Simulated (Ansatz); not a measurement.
# (NaCl)1(CaS)3 [001] superlattice, started as rocksalt type: relaxing the cell for a phonon run

Wanted: the relaxed cell of (NaCl)1(CaS)3 [001] superlattice, started as rocksalt type.

Program: Ansatz 0.2.0. Level of theory: DFT LDA, scalar-relativistic, plane waves, PAW. Results are calculated unless marked as measured.

Most raw output is cut from this account.

The structure was built from a prototype and need not be the compound's stable phase.

### 1. The structure

It takes space group P4/mmm (No. 123, tetragonal). Conventional cell: a = 4.015 Å, b = 4.015 Å, c = 11.355 Å, α = 90.00°, β = 90.00°, γ = 90.00°. Nearest to Ca lie 5 S at 2.84 Å and 1 Cl at 2.84 Å. Nearest to Ca lie 6 S at 2.84 Å. Cl has 2 Ca at 2.84 Å and 4 Na at 2.84 Å nearest. Nearest to Na lie 4 Cl at 2.84 Å and 2 S at 2.84 Å. Nearest to S lie 5 Ca at 2.84 Å and 1 Na at 2.84 Å. S has 6 Ca at 2.84 Å nearest. Farther neighbours and most contacts between anions are not listed.

### 2. A coarse first look

A quick single point on a coarse mesh tells whether the cell has a gap and how far it is from rest, which sets the k mesh and smearing that follow.

input.yaml reads:

```yaml
crystal:
  lattice:
    - [2.83875, 2.83875, 0.0]
    - [-2.83875, 2.83875, 0.0]
    - [0.0, 0.0, 11.355]
  atoms:
    - { symbol: Ca, position: [0.5, 0.5, 0.25] }
    - { symbol: Ca, position: [0.0, 0.0, 0.5] }
    - { symbol: Ca, position: [0.5, 0.5, 0.75] }
    - { symbol: Cl, position: [0.5, 0.5, 0.0] }
    - { symbol: Na, position: [0.0, 0.0, 0.0] }
    - { symbol: S, position: [0.0, 0.0, 0.25] }
    - { symbol: S, position: [0.5, 0.5, 0.5] }
    - { symbol: S, position: [0.0, 0.0, 0.75] }
kpoints:
  mp_grid: { grid: [4, 4, 2] }
hamiltonian:
  xc: lda
scf:
  occupations: { method: gaussian, width: 0.1 }
output:
  forces: true
  stress: true
  eigenvalues: true
```

The run is started by

```console
> ansatz run input.yaml --threads 8 --pin off --max-ram 14336MiB --backend cpu --events-out ev --progress --plain --runs-dir out
```

The job ended after 1.3 s (8 threads of Arm Neoverse V2, shared host; peak memory 0.63 GiB; 6 s of CPU time).

A gap read on the k-mesh alone can miss the band edges.

This step gave:

```
pressure           : -3.505 GPa
gap on the k-mesh  : 2.381 eV
volume per atom    : 22.88 Å³
direct gap on mesh : 2.381 eV
```

The coarse mesh shows a gap of 2.38 eV and a pressure of -3.5 GPa.

### 3. Bringing the structure to rest

The cell and atoms are relaxed, since residual forces and stress would shift the frequencies.

input.yaml, the sections that differ from step 2:

```yaml
kpoints:
  mp_grid: { grid: [6, 6, 2] }
scf:
  occupations: { method: gaussian, width: 0.02 }
output:
  forces: true
  stress: true
  eigenvalues: true
  write_density: true
  write_potential: true
  elf: true
  volumetric_format: npy
relax:
  adjacent_minimum: "off"
  f_tol: 0.005
  max_steps: 80
  cell: { stress_tol: 0.05 }
# crystal, hamiltonian: as in step 2
```

Wall time 8.4 s (8 threads); peak memory 0.7 GiB; 60 s of CPU time.

Relaxation path:

| step | energy less that of the first step (eV) | largest force component (eV/Å) | pressure (GPa) | volume (Å³) |
| --- | --- | --- | --- | --- |
| 1 | 0.0000 | 0.2168 | -3.54 | 183.01 |
| 2 | -0.0704 | 0.4380 | 2.83 | 163.83 |
| 3 | -0.1484 | 0.0675 | -0.25 | 171.42 |
| 4 | -0.1496 | 0.0077 | -0.05 | 170.85 |
| 5 | -0.1497 | 0.0006 | 0.00 | 170.71 |
| 6* | -0.1493 | 0.0006 | 0.00 | 170.71 |

Relaxation steps marked * repeat the geometry before them on a plane-wave basis chosen anew for their cell, so energy and pressure can jump there.

Forces are held to the 16 operations that the run works with; a distortion that breaks them can't arise in this run.

| conventional cell, symmetrised | before | after | change |
| --- | --- | --- | --- |
| a (Å) | 4.015 | 3.920 | -2.4 % |
| b (Å) | 4.015 | 3.920 | -2.4 % |
| c (Å) | 11.355 | 11.112 | -2.1 % |
| volume (Å³/atom) | 22.88 | 21.34 | -6.7 % |

The atoms that moved most (Å, as changes of fractional coordinates times the final cell):

| atom | dx | dy | dz | length |
| --- | --- | --- | --- | --- |
| Ca3 | 0.000 | 0.000 | -0.018 | 0.018 |
| Ca1 | 0.000 | 0.000 | 0.018 | 0.018 |
| S6 | 0.000 | 0.000 | -0.013 | 0.013 |
| S8 | 0.000 | 0.000 | 0.013 | 0.013 |

Numbers from this step:

```
pressure           : 0.003604 GPa
gap on the k-mesh  : 2.217 eV
volume per atom    : 21.34 Å³
direct gap on mesh : 2.217 eV
```

Electrostatic potential energy in the ac plane at fractional y = 0.000, with atoms of Ca and Na and S within 0.2 Å of it. With pseudopotentials it is smooth inside the atoms' cores, unlike the true potential.

Ten even steps from '0' (-46 eV) to '9' (10 eV), each cell a mean:
```
02689999999851
78899999999987
99999999999999
88999999999998
34689999999854
43379999999623
32489999999732
66899999999976
99999999999999
78899999999988
23689999998753
00268999998510
00378999998620
56789999999875
89999999999998
88999999999998
34789999999864
43379999999623
32489999999732
56899999999976
99999999999999
99999999999999
45899999999875
00589999999730
```
Columns run along a (3.9 Å; values clipped at the 3rd and 97th percentile), rows up along c (11.1 Å). Atoms in or near the plane, at fractional coordinates: Ca at (0.00, 0.50), Na at (0.00, 0.00), S at (0.00, 0.25), S at (0.00, 0.75).

Valence density in the ac plane at fractional y = 0.000, with atoms of Ca and Na and S within 0.2 Å of it. It is the smooth field of the valence electrons, not physical close to the nuclei.

Ten steps, logarithmic in the rise over the least value, from '_' (0 e/Å³) to '@' (17 e/Å³), each cell a mean:
```
@@##==..______________::++%%
--::..__________________..--
....______________________..
::::::..____________....::::
====--::..________..::----==
::--==--::..______..::--==--
--====--::..______..::--====
------::..__________..::----
::......______________....::
::::..__________________..::
**++==::____________..::==++
####++--..__________..==**##
####++--..__________..--**##
====::..______________..--==
......__________________....
::::::..____________....::::
====--::..________....----==
::--==--::..______..::--==--
--====--::..______..::--==--
------::..__________..::----
::....________________......
....______________________..
**++::________________..--++
@@%%++..______________::##@@
```
Columns run along a (3.9 Å), rows up along c (11.1 Å). Atoms in or near the plane, at fractional coordinates: Ca at (0.00, 0.50), Na at (0.00, 0.00), S at (0.00, 0.25), S at (0.00, 0.75).

ELF in the ac plane at fractional y = 0.000, with atoms of Ca and Na and S within 0.2 Å of it. It is the smooth field of the valence electrons, not physical close to the nuclei.

Values, 24 rows by 14 columns, each cell a mean:
```
0.46 0.55 0.49 0.14 0.02 0.02 0.02 0.03 0.02 0.01 0.02 0.24 0.56 0.53
0.30 0.24 0.10 0.02 0.02 0.02 0.02 0.02 0.02 0.02 0.02 0.04 0.15 0.26
0.27 0.27 0.27 0.23 0.14 0.06 0.03 0.02 0.03 0.08 0.16 0.24 0.27 0.27
0.84 0.83 0.79 0.70 0.53 0.25 0.09 0.05 0.12 0.34 0.59 0.73 0.81 0.83
0.69 0.78 0.85 0.83 0.73 0.46 0.17 0.09 0.23 0.57 0.77 0.84 0.84 0.75
0.09 0.34 0.77 0.86 0.79 0.54 0.21 0.10 0.28 0.65 0.82 0.85 0.67 0.23
0.34 0.56 0.81 0.85 0.76 0.50 0.19 0.09 0.25 0.61 0.80 0.85 0.76 0.48
0.84 0.84 0.83 0.77 0.62 0.34 0.13 0.07 0.16 0.44 0.68 0.79 0.84 0.84
0.54 0.53 0.49 0.41 0.27 0.12 0.06 0.04 0.07 0.16 0.31 0.44 0.51 0.53
0.28 0.23 0.12 0.05 0.04 0.04 0.04 0.05 0.04 0.03 0.04 0.07 0.16 0.25
0.82 0.79 0.61 0.26 0.05 0.03 0.06 0.07 0.05 0.03 0.08 0.37 0.70 0.80
0.78 0.83 0.83 0.56 0.12 0.04 0.07 0.08 0.06 0.04 0.22 0.68 0.85 0.82
0.83 0.84 0.79 0.47 0.09 0.04 0.06 0.07 0.05 0.04 0.16 0.60 0.83 0.84
0.66 0.59 0.37 0.12 0.03 0.03 0.05 0.06 0.04 0.03 0.04 0.18 0.46 0.61
0.21 0.19 0.15 0.12 0.08 0.05 0.04 0.04 0.04 0.06 0.09 0.13 0.16 0.19
0.78 0.77 0.73 0.63 0.44 0.20 0.08 0.05 0.10 0.28 0.51 0.66 0.75 0.78
0.72 0.79 0.84 0.82 0.71 0.42 0.16 0.08 0.21 0.54 0.75 0.83 0.84 0.77
0.10 0.35 0.77 0.85 0.78 0.53 0.21 0.10 0.27 0.64 0.82 0.85 0.67 0.25
0.30 0.53 0.81 0.85 0.78 0.52 0.20 0.10 0.27 0.63 0.81 0.85 0.75 0.45
0.83 0.85 0.84 0.80 0.67 0.38 0.14 0.07 0.18 0.49 0.72 0.82 0.85 0.84
0.69 0.68 0.64 0.54 0.36 0.15 0.06 0.04 0.07 0.21 0.42 0.58 0.66 0.69
0.09 0.08 0.07 0.07 0.05 0.03 0.02 0.02 0.02 0.04 0.06 0.07 0.07 0.08
0.50 0.46 0.26 0.05 0.01 0.02 0.02 0.02 0.02 0.02 0.01 0.10 0.35 0.48
0.29 0.49 0.56 0.20 0.02 0.02 0.03 0.03 0.03 0.01 0.03 0.32 0.60 0.43
```
Columns run along a (3.9 Å), rows up along c (11.1 Å). Atoms in or near the plane, at fractional coordinates: Ca at (0.00, 0.50), Na at (0.00, 0.00), S at (0.00, 0.25), S at (0.00, 0.75).

In this step the volume went from 22.88 to 21.34 Å³/atom.

### 4. Tight relaxation

Phonons need a cell at rest on their own settings, so the relaxation is repeated with tight tolerances on forces and stress on the k mesh and occupations of the first response run.

input.yaml reads:

```yaml
crystal:
  lattice:
    - [2.7715755524, 2.7715755524, 0.0]
    - [-2.7715755524, 2.7715755524, 0.0]
    - [0.0, 0.0, 11.1115640225]
  atoms:
    - { symbol: Ca, position: [0.5, 0.5, 0.251596347] }
    - { symbol: Ca, position: [0.0, 0.0, 0.5] }
    - { symbol: Ca, position: [0.5, 0.5, 0.748403653] }
    - { symbol: Cl, position: [0.5, 0.5, 0.0] }
    - { symbol: Na, position: [0.0, 0.0, 0.0] }
    - { symbol: S, position: [0.0, 0.0, 0.2488032553] }
    - { symbol: S, position: [0.5, 0.5, 0.5] }
    - { symbol: S, position: [0.0, 0.0, 0.7511967447] }
kpoints:
  mp_grid: { grid: [8, 8, 2] }
hamiltonian:
  xc: lda
scf:
  occupations: { method: fixed }
output:
  forces: true
  stress: true
  eigenvalues: true
relax:
  adjacent_minimum: "off"
  f_tol: 0.001
  max_steps: 60
  cell: { stress_tol: 0.01 }
```

It took 6.2 s on 8 threads; peak memory 0.7 GiB.

Little changed from the start: no atom moved by 0.005 Å and no cell edge by 0.1 %.

This step gave:

| Quantity | Value |
| --- | --- |
| pressure | 2.75e-4 GPa |
| gap on the k-mesh | 2.218 eV |
| direct gap on mesh | 2.218 eV |

The largest force component left is 0.23 meV/Å and the pressure is 0.000 GPa, within the tolerances set. The cell now holds 21.34 Å³/atom.

### 5. What came out

| Quantity | Value |
| --- | --- |
| space group after relaxation (within 0.01 Å) | P4/mmm |
| lattice constant a | 3.919 Å |
| lattice constant b | 3.919 Å |
| lattice constant c | 11.113 Å |
| volume per atom | 21.3 Å³ |
| gap on the k-mesh | 2.22 eV |

The largest force component left is 0.23 meV/Å and the pressure is 0.000 GPa, within the tolerances set. The cell now holds 21.34 Å³/atom. The relaxation keeps the symmetry of its start, so it says nothing on stability against lower symmetry. The starting cell was built on a prototype and not taken from a measurement, so the phase need not exist.

[Logs are printed without paths, hosts, clocks, repeated set-up lines and the standing remarks that a program may print on its own settings, such as how far it seeks lower states.]

[Hosts, paths, dates, database ids (printed as entryN), source tags and the programs' standing remarks are cut or masked in the printed files.]
